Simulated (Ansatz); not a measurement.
# SrLiCO3F (built on the sites of a database entry of RbSrCO3F): following an unstable mode, part 2 of 3

Which phase does SrLiCO3F (built on the sites of a database entry of RbSrCO3F) fall into along its unstable mode, and how much energy does it gain?

Ansatz 0.2.0; DFT LDA, scalar-relativistic, plane waves, PAW.

So far, highest frequency on the path or at a solved wavevector (cm⁻¹): step 2 (the dispersion) 1517. Also lowest frequency on the path (cm⁻¹): step 2 -282.

The structure was built from a prototype and need not be the compound's stable phase.

### Step 4. The mode frozen in, largest atomic shift 0.6 Å

The atoms are moved along the unstable eigenvector, the largest shift by 0.6 Å, with the cell fixed.

The input, input.yaml:

```yaml
crystal:
  lattice:
    - [0.0, 0.0, 4.482625027]
    - [5.0695735358, 0.0, 0.0]
    - [0.0, 8.7807589367, 0.0]
  atoms:
    - { symbol: Li, position: [-0.1338501428, 0.0, 0.3333333333] }
    - { symbol: Li, position: [0.1338501428, 0.5, 0.8333333333] }
    - { symbol: Sr, position: [0.4994464953, 0.5, 0.1666666667] }
    - { symbol: Sr, position: [0.5005535047, 1.0, 0.6666666667] }
    - { symbol: C, position: [0.4925979487, 0.0, 0.0] }
    - { symbol: C, position: [0.5074020513, 0.5, 0.5] }
    - { symbol: O, position: [0.5243566572, 0.0, 0.1465790464] }
    - { symbol: O, position: [0.4756433428, 0.5, 0.6465790464] }
    - { symbol: O, position: [0.5227025175, 0.7198685697, 0.4267104768] }
    - { symbol: O, position: [0.4772974825, 0.2198685697, 0.9267104768] }
    - { symbol: O, position: [0.5227025175, 0.2801314303, 0.4267104768] }
    - { symbol: O, position: [0.4772974825, 0.7801314303, 0.9267104768] }
    - { symbol: F, position: [-0.0004940757, 0.5, 0.1666666667] }
    - { symbol: F, position: [0.0004940757, 1.0, 0.6666666667] }
kpoints:
  mp_grid: { grid: [4, 4, 2] }
hamiltonian:
  xc: lda
scf:
  occupations: { method: gaussian, width: 0.02 }
output:
  forces: true
  stress: true
  eigenvalues: true
```

Started as:

```bash
$ ansatz run input.yaml --threads 8 --pin off --max-ram 14336MiB --backend cpu --events-out ev --progress --plain --runs-dir out
```

Numbers of over 12 decimals in the logs are rounded to 6 here.

Log:

```text
[...]
Crystal: 14 atoms, lattice volume = 199.543 Å³
Basis set: ecut = 420 eV, 3923 PW (Γ)
Bands: 56, of which v1, the nominal top of the filled ones, is band 42 counted from 1 (41 counted from 0)
Symmetry: 4 space group operations
[...]
k-points: 18 of 32
[...]
k-point 0: bands = [... 38 lower, 1.5776, 1.6228, 2.1307, 2.7620, 6.5247, 8.1081, 8.2543, 8.4963, ... 5 higher]
  k-point 1: bands = [... 38 lower, 1.5087, 1.5087, 2.4261, 2.4261, 7.0904, 7.0904, 8.3461, 8.3461, ... 5 higher]
  k-point 2: bands = [... 38 lower, 1.4185, 1.4440, 2.0193, 2.4909, 6.9686, 8.2767, 8.5387, 8.5394, ... 5 higher]
  k-point 17: bands = [... 38 lower, 1.4096, 1.4096, 2.1363, 2.1363, 8.3038, 8.3038, 9.4180, 9.4180, ... 5 higher]
[key lines of the parts left out:]
SCF converged after 8 iterations
Free energy (F): -12708.872641 eV
Fermi energy:    4.645100 eV
P = ⅓ Tr σ = -0.3929 GPa (-3.929 kbar)
```

The job ended after 2.1 s (8 threads of Arm Neoverse V2, shared host; peak memory 0.73 GiB).

This step gave:

| Item | Value |
| --- | --- |
| pressure | -0.3929 GPa |
| gap on the k-mesh | 3.759 eV |
| energy from the undistorted cell | -54.55 meV/atom |

The energy, extrapolated to zero smearing, is -54.55 meV/atom against the undistorted cell.

The run ends at a pressure of -0.39 GPa, with forces up to 0.89 eV/Å.

### Step 5. Energy along the mode, all amplitudes (two of the runs are shown above)

An imaginary frequency means negative curvature, so the energy should fall and then rise again as anharmonic terms take over.

Numbers from this step:

* depth at the lowest point sampled: 54.55 meV/atom
* largest atomic shift at that point: 0.6 Å

Table of energy from the parent by largest atomic shift:

```
largest atomic shift (Å)  energy from the parent (meV/atom)
                   0.000                                  0
                   0.040                             -0.281
                   0.080                              -1.12
                   0.140                              -3.42
                   0.220                              -8.36
                   0.320                              -17.3
                   0.450                              -32.9
                   0.600                              -54.6
```

Displacement at unit largest shift by atom:

```
atom  x (Å)  y (Å)  z (Å)  size
 Li1   0.00   0.00  -1.00  1.00
 Li2   0.00   0.00   1.00  1.00
 Sr3   0.00   0.00   0.00  0.00
 Sr4   0.00   0.00   0.00  0.00
  C5   0.00   0.00  -0.06  0.06
  C6   0.00   0.00   0.06  0.06
  O7   0.00   0.00   0.18  0.18
  O8   0.00   0.00  -0.18  0.18
  O9   0.00   0.00   0.17  0.17
 O10   0.00   0.00  -0.17  0.17
 O11   0.00   0.00   0.17  0.17
 O12   0.00   0.00  -0.17  0.17
 F13   0.00   0.00   0.00  0.00
 F14   0.00   0.00   0.00  0.00
```

The lowest of the steps tried is the last one, at 0.6 Å, 54.6 meV/atom below the parent; the bottom of the well need not coincide with a step.

### Step 6. Relaxing from the distorted cell

Starting from the lowest point found, all atoms and the cell are let go, so that strain and other modes of the same symmetry can join in.

input.yaml, as its differences from that of step 4:

```diff
@@ -25,3 +25,3 @@
 scf:
-  occupations: { method: gaussian, width: 0.02 }
+  occupations: { method: fixed }
 output:
@@ -30 +30,6 @@
   eigenvalues: true
+relax:
+  adjacent_minimum: "off"
+  f_tol: 0.002
+  max_steps: 120
+  cell: { stress_tol: 0.03 }
```

Log:

```text
[...]
Crystal: 14 atoms, lattice volume = 199.543 Å³
Basis set: ecut = 420 eV, 3923 PW (Γ)
Bands: 56, of which v1, the nominal top of the filled ones, is band 42 counted from 1 (41 counted from 0)
Symmetry: 4 space group operations
[...]
k-points: 18 of 32
[...]
SCF iter   1: F=—  HF=-12708.965891 eV  |F-HF|=—  |Δ(HF+E_count)|=         —  Δρ=1.35e-2  dr2=3.05e-1  ethr=1.77e-3  ⟨swp⟩=5.2  Hψ=4068  notcnv=0  defer=202
[...]
SCF iter   8: F=-12708.872641 eV  HF=-12708.872641 eV  |F-HF|=2.14e-8  |Δ(HF+E_count)|=   3.59e-7  Δρ=4.29e-6  dr2=4.42e-8  ethr=1.19e-10  ⟨swp⟩=16.7  Hψ=7156  notcnv=0
SCF 1 converged in 8 iterations: F = -12708.872641 eV  dr2 = 4.42e-8
[...]
relax step   1: F+E_penalty+E_count = -12708.87264074 eV  Δ(F+E_penalty+E_count) = +0.000e0 eV  max|allowed force component| = 8.916e-1 eV/Å  Δτ_max = 0.0000 Å  P = -0.393 GPa  Ω = 199.543 Å³  (8 SCF iters, dr2 threshold 1.00e-7 eV, accepted)
Crystal: 14 atoms, lattice volume = 207.006 Å³
Basis set: ecut = 420 eV, 4063 PW (Γ)
[...]
iter 1 solved again at ethr=1.80e-4 eV; its pass at ethr=3.10e-3 eV (dr2=1.51e-1 eV) is discarded
[...]
SCF iter   8: F=-12709.237711 eV  HF=-12709.237711 eV  |F-HF|=1.30e-7  |Δ(HF+E_count)|=   1.42e-6  Δρ=6.33e-6  dr2=1.24e-7  ethr=1.67e-9  ⟨swp⟩=14.5  Hψ=6119  notcnv=0
SCF 2 converged in 8 iterations: F = -12709.237711 eV  dr2 = 1.24e-7
relax step   2: F+E_penalty+E_count = -12709.23771143 eV  Δ(F+E_penalty+E_count) = -3.651e-1 eV  max|allowed force component| = 9.131e-1 eV/Å  Δτ_max = 0.1945 Å  P = -1.870 GPa  Ω = 207.006 Å³  energy of the carried Pulay correction = -3.301e-2 eV  (8 SCF iters, dr2 threshold 1.40e-6 eV, accepted)
Crystal: 14 atoms, lattice volume = 207.682 Å³
Basis set: ecut = 420 eV, 4103 PW (Γ)
[...]
SCF iter   7: F=-12709.644844 eV  HF=-12709.644844 eV  |F-HF|=1.45e-7  |Δ(HF+E_count)|=   2.25e-6  Δρ=3.04e-5  dr2=1.40e-6  ethr=1.67e-9  ⟨swp⟩=13.8  Hψ=7013  notcnv=0
SCF 3 converged in 7 iterations: F = -12709.644844 eV  dr2 = 1.40e-6
relax step   3: F+E_penalty+E_count = -12709.64484398 eV  Δ(F+E_penalty+E_count) = -4.071e-1 eV  max|allowed force component| = 6.626e-1 eV/Å  Δτ_max = 0.1942 Å  P = -1.642 GPa  Ω = 207.682 Å³  energy of the carried Pulay correction = -3.594e-2 eV  (7 SCF iters, dr2 threshold 1.40e-6 eV, accepted)
[... from here on, the SCF cycles and remarks between the steps are left out ...]
relax step   4: F+E_penalty+E_count = -12709.87091402 eV  Δ(F+E_penalty+E_count) = -2.261e-1 eV  max|allowed force component| = 3.962e-1 eV/Å  Δτ_max = 0.1949 Å  P = -0.408 GPa  Ω = 205.698 Å³  energy of the carried Pulay correction = -2.731e-2 eV  (7 SCF iters, dr2 threshold 1.40e-6 eV, accepted)
relax step   5: F+E_penalty+E_count = -12709.90495910 eV  Δ(F+E_penalty+E_count) = -3.405e-2 eV  max|allowed force component| = 1.435e-1 eV/Å  Δτ_max = 0.0915 Å  P = -0.045 GPa  Ω = 207.566 Å³  energy of the carried Pulay correction = -3.544e-2 eV  (7 SCF iters, dr2 threshold 1.40e-6 eV, accepted)
relax step   6: F+E_penalty+E_count = -12709.91335965 eV  Δ(F+E_penalty+E_count) = -8.401e-3 eV  max|allowed force component| = 7.645e-2 eV/Å  Δτ_max = 0.0585 Å  P = +0.181 GPa  Ω = 208.228 Å³  energy of the carried Pulay correction = -3.830e-2 eV  (7 SCF iters, dr2 threshold 1.29e-6 eV, accepted)
relax step   7: F+E_penalty+E_count = -12709.91325416 eV  Δ(F+E_penalty+E_count) = +1.055e-4 eV  max|allowed force component| = 1.278e-1 eV/Å  Δτ_max = 0.0237 Å  P = -0.074 GPa  Ω = 208.743 Å³  energy of the carried Pulay correction = -4.052e-2 eV  (6 SCF iters, dr2 threshold 3.65e-7 eV, accepted)
relax step   8: F+E_penalty+E_count = -12709.91337271 eV  Δ(F+E_penalty+E_count) = -1.186e-4 eV  max|allowed force component| = 1.092e-1 eV/Å  Δτ_max = 0.0286 Å  P = -0.110 GPa  Ω = 208.968 Å³  energy of the carried Pulay correction = -4.149e-2 eV  (6 SCF iters, dr2 threshold 1.02e-6 eV, accepted)
relax step   9: F+E_penalty+E_count = -12709.91444088 eV  Δ(F+E_penalty+E_count) = -1.068e-3 eV  max|allowed force component| = 5.278e-2 eV/Å  Δτ_max = 0.0222 Å  P = -0.012 GPa  Ω = 208.857 Å³  energy of the carried Pulay correction = -4.101e-2 eV  (6 SCF iters, dr2 threshold 7.45e-7 eV, accepted)
relax step  10: F+E_penalty+E_count = -12709.91519137 eV  Δ(F+E_penalty+E_count) = -7.505e-4 eV  max|allowed force component| = 4.101e-2 eV/Å  Δτ_max = 0.0188 Å  P = +0.042 GPa  Ω = 208.744 Å³  energy of the carried Pulay correction = -4.052e-2 eV  (6 SCF iters, dr2 threshold 1.74e-7 eV, accepted)
relax step  11: F+E_penalty+E_count = -12709.91581809 eV  Δ(F+E_penalty+E_count) = -6.267e-4 eV  max|allowed force component| = 1.079e-2 eV/Å  Δτ_max = 0.0101 Å  P = +0.008 GPa  Ω = 208.642 Å³  energy of the carried Pulay correction = -4.008e-2 eV  (6 SCF iters, dr2 threshold 1.05e-7 eV, accepted)
relax step  12: F+E_penalty+E_count = -12709.91627853 eV  Δ(F+E_penalty+E_count) = -4.604e-4 eV  max|allowed force component| = 5.186e-3 eV/Å  Δτ_max = 0.0053 Å  P = +0.016 GPa  Ω = 208.555 Å³  energy of the carried Pulay correction = -3.971e-2 eV  (7 SCF iters, dr2 threshold 7.28e-9 eV, accepted)
relax step  13: F+E_penalty+E_count = -12709.91609905 eV  Δ(F+E_penalty+E_count) = +1.795e-4 eV  max|allowed force component| = 1.158e-2 eV/Å  Δτ_max = 0.0017 Å  P = -0.001 GPa  Ω = 208.598 Å³  energy of the carried Pulay correction = -3.990e-2 eV  (7 SCF iters, dr2 threshold 1.68e-9 eV, accepted)
relax step  14: F+E_penalty+E_count = -12709.91612541 eV  Δ(F+E_penalty+E_count) = -2.637e-5 eV  max|allowed force component| = 4.173e-3 eV/Å  Δτ_max = 0.0006 Å  P = +0.000 GPa  Ω = 208.593 Å³  energy of the carried Pulay correction = -3.987e-2 eV  (5 SCF iters, dr2 threshold 8.38e-9 eV, accepted)
relax step  15: F+E_penalty+E_count = -12709.91613170 eV  Δ(F+E_penalty+E_count) = -6.285e-6 eV  max|allowed force component| = 9.415e-4 eV/Å  Δτ_max = 0.0005 Å  P = +0.001 GPa  Ω = 208.592 Å³  energy of the carried Pulay correction = -3.987e-2 eV  (5 SCF iters, dr2 threshold 1.09e-9 eV, accepted)
relax step  16: F+E_penalty+E_count = -12709.96761686 eV  Δ(F+E_penalty+E_count) = -5.149e-2 eV  max|allowed force component| = 4.282e-3 eV/Å  Δτ_max = 0.0000 Å  P = +0.376 GPa  Ω = 208.592 Å³  stress off target by 4.65e-1 GPa  SCF on the basis re-selected at this cell (its energy is not comparable with the rows above)  (8 SCF iters)
relax step  17: F+E_penalty+E_count = -12709.96319590 eV  Δ(F+E_penalty+E_count) = +4.421e-3 eV  max|allowed force component| = 1.885e-2 eV/Å  Δτ_max = 0.0222 Å  P = +0.095 GPa  Ω = 210.055 Å³  energy of the carried Pulay correction = -6.409e-3 eV  (6 SCF iters, dr2 threshold 5.42e-7 eV, accepted)
relax step  18: F+E_penalty+E_count = -12709.96189828 eV  Δ(F+E_penalty+E_count) = +1.298e-3 eV  max|allowed force component| = 2.685e-2 eV/Å  Δτ_max = 0.0050 Å  P = +0.000 GPa  Ω = 210.365 Å³  energy of the carried Pulay correction = -7.839e-3 eV  (6 SCF iters, dr2 threshold 4.92e-8 eV, accepted)
relax step  19: F+E_penalty+E_count = -12709.96191020 eV  Δ(F+E_penalty+E_count) = -1.191e-5 eV  max|allowed force component| = 2.187e-2 eV/Å  Δτ_max = 0.0031 Å  P = +0.003 GPa  Ω = 210.366 Å³  energy of the carried Pulay correction = -7.850e-3 eV  (5 SCF iters, dr2 threshold 4.50e-8 eV, accepted)
relax step  20: F+E_penalty+E_count = -12709.96126004 eV  Δ(F+E_penalty+E_count) = +6.502e-4 eV  max|allowed force component| = 4.140e-2 eV/Å  Δτ_max = 0.0078 Å  P = -0.036 GPa  Ω = 210.487 Å³  energy of the carried Pulay correction = -8.430e-3 eV  (7 SCF iters, dr2 threshold 2.99e-8 eV, rejected (line search))
relax step  21: F+E_penalty+E_count = -12709.96190108 eV  Δ(F+E_penalty+E_count) = +9.115e-6 eV  max|allowed force component| = 1.513e-3 eV/Å  Δτ_max = 0.0038 Å  P = +0.002 GPa  Ω = 210.373 Å³  energy of the carried Pulay correction = -7.894e-3 eV  (9 SCF iters, accepted)
relax step  22: F+E_penalty+E_count = -12709.97038919 eV  Δ(F+E_penalty+E_count) = -8.488e-3 eV  max|allowed force component| = 2.218e-3 eV/Å  Δτ_max = 0.0000 Å  P = +0.028 GPa  Ω = 210.373 Å³  stress off target by 3.81e-2 GPa  SCF on the basis re-selected at this cell (its energy is not comparable with the rows above)  (6 SCF iters)
relax step  23: F+E_penalty+E_count = -12709.96985555 eV  Δ(F+E_penalty+E_count) = +5.336e-4 eV  max|allowed force component| = 2.123e-3 eV/Å  Δτ_max = 0.0034 Å  P = +0.001 GPa  Ω = 210.499 Å³  energy of the carried Pulay correction = -5.489e-4 eV  (7 SCF iters, dr2 threshold 3.64e-9 eV, accepted)
relax step  24: F+E_penalty+E_count = -12709.96979401 eV  Δ(F+E_penalty+E_count) = +6.154e-5 eV  max|allowed force component| = 1.096e-3 eV/Å  Δτ_max = 0.0006 Å  P = -0.001 GPa  Ω = 210.514 Å³  energy of the carried Pulay correction = -6.114e-4 eV  (6 SCF iters, dr2 threshold 2.82e-10 eV, accepted)
[...]
SCF iter   1: F=—  HF=-12709.970209 eV  |F-HF|=—  |Δ(HF+E_count)|=         —  Δρ=9.47e-6  dr2=2.42e-8  ethr=2.62e-7  ⟨swp⟩=3.9  Hψ=6673  notcnv=0  defer=216
eigensolver tolerance schedule: the retry pair's looser diagonalisation over-reported the residual by 9079.79 of it (diagonalisation noise at 3.28 of the residual, at the tolerance the schedule requests for it); recorded, not acted on — ethr = c·dr2/N_el stays at c = 1.0e-1
[...]
SCF iter   2: F=—  HF=-12709.970300 eV  |F-HF|=—  |Δ(HF+E_count)|=   9.12e-5  Δρ=4.99e-6  dr2=1.52e-8  ethr=2.88e-11  ⟨swp⟩=4.1  Hψ=2752  notcnv=0  defer=216
[...]
SCF iter   6: F=-12709.970300 eV  HF=-12709.970300 eV  |F-HF|=3.64e-12  |Δ(HF+E_count)|=  2.18e-11  Δρ=9.58e-8  dr2=1.35e-11  ethr=1.00e-12  ⟨swp⟩=16.6  Hψ=6358  notcnv=0
SCF 25 converged in 6 iterations: F = -12709.970300 eV  dr2 = 1.35e-11
relax step  25: F+E_penalty+E_count = -12709.97029984 eV  Δ(F+E_penalty+E_count) = -5.058e-4 eV  max|allowed force component| = 1.064e-3 eV/Å  Δτ_max = 0.0000 Å  P = -0.000 GPa  Ω = 210.514 Å³  stress off target by 3.58e-3 GPa  SCF on the basis re-selected at this cell (its energy is not comparable with the rows above)  (6 SCF iters)
[...]
SCF converged after 6 iterations
Free energy (F): -12709.970300 eV
[...]
Internal energy: -12709.970300 eV  (E = F + TS)
E sigma→0 (E₀):  -12709.970300 eV
Fermi energy:    1.760897 eV
[...]
--- Forces (eV/Å), atoms counted from 1 ---
  atom   1  Li     0.00000000     0.00022385     0.00068227
  atom   2  Li    -0.00000000     0.00022385    -0.00068227
  atom   3  Sr     0.00000000     0.00042857     0.00027921
  atom   4  Sr    -0.00000000     0.00042857    -0.00027921
  atom   5  C     -0.00000000     0.00086151    -0.00106426
  atom   6  C      0.00000000     0.00086151     0.00106426
  atom   7  O      0.00000000    -0.00083478    -0.00008979
  atom   8  O     -0.00000000    -0.00083478     0.00008979
  atom   9  O     -0.00056810    -0.00031415    -0.00083438
  atom  10  O     -0.00056810    -0.00031415     0.00083438
  atom  11  O      0.00056810    -0.00031415    -0.00083438
  atom  12  O      0.00056810    -0.00031415     0.00083438
  atom  13  F     -0.00000000    -0.00013328    -0.00015585
  atom  14  F      0.00000000    -0.00013328     0.00015585
  max |Σ_I F_I| component: 1.65e-4 eV/Å
--- Stress (GPa, compression-positive) ---
        0.002032       0.000000       0.000000
        0.000000      -0.003585       0.000000
        0.000000       0.000000       0.001203
  P = ⅓ Tr σ = -0.0001 GPa (-0.001 kbar)
--- Band table (eV; the first three rows and the last of 18) ---
  k-point 0: bands = [... 38 lower, 0.7515, 0.7738, 1.2217, 1.7607, 6.3467, 7.4081, 7.7450, 8.1667, ... 10 higher]
  k-point 1: bands = [... 38 lower, 0.7673, 0.7673, 1.4665, 1.4665, 6.9373, 6.9373, 7.5766, 7.5766, ... 10 higher]
  k-point 2: bands = [... 38 lower, 0.7551, 0.7762, 1.1160, 1.5050, 6.8047, 7.5778, 7.8156, 8.4462, ... 10 higher]
  k-point 17: bands = [... 38 lower, 0.6741, 0.6741, 1.1775, 1.1775, 7.6762, 7.6762, 8.9114, 8.9114, ... 10 higher]
--- Relaxed structure (22 steps of the walk, 21 accepted, 3 SCFs on fresh bases) ---
  F+E_penalty+E_count = -12709.97029984 eV   max|allowed force component| = 1.064e-3 eV/Å   (the final SCF, on the basis selected at the relaxed cell)
  cell:  # Å, volume = 210.5137 Å³
    - [0, 9.809133320781339e-18, 4.572355]
    - [5.143545, 0, 0]
    - [0, 8.951131, 1.9214552756239826e-17]
  atoms:
    - { symbol: Li, position: [-0.312174, 0, 0.323490] }
    - { symbol: Li, position: [0.312174, 0.5, 0.823490] }
    - { symbol: Sr, position: [0.469078, 0.5, 0.167180] }
    - { symbol: Sr, position: [0.530922, 1.0, 0.667180] }
    - { symbol: C, position: [0.462245, 0, -0.000994445] }
    - { symbol: C, position: [0.537755, 0.5, 0.499006] }
    - { symbol: O, position: [0.502279, 0, 0.140950] }
    - { symbol: O, position: [0.497721, 0.5, 0.640950] }
    - { symbol: O, position: [0.555475, 0.715854, 0.428653] }
    - { symbol: O, position: [0.444525, 0.215854, 0.928653] }
    - { symbol: O, position: [0.555475, 0.284146, 0.428653] }
    - { symbol: O, position: [0.444525, 0.784146, 0.928653] }
    - { symbol: F, position: [-0.029511, 0.5, 0.178735] }
    - { symbol: F, position: [0.029511, 1.0, 0.678735] }
```

It took 56 s on 8 threads; peak memory 0.86 GiB.

(Part 2 of 3 ends here.)

[Logs are printed without paths, hosts, clocks, repeated set-up lines and the standing remarks that a program may print on its own settings, such as how far it seeks lower states.]

[Hosts, paths, dates, database ids (printed as entryN), source tags and the programs' standing remarks are cut or masked in the printed files.]
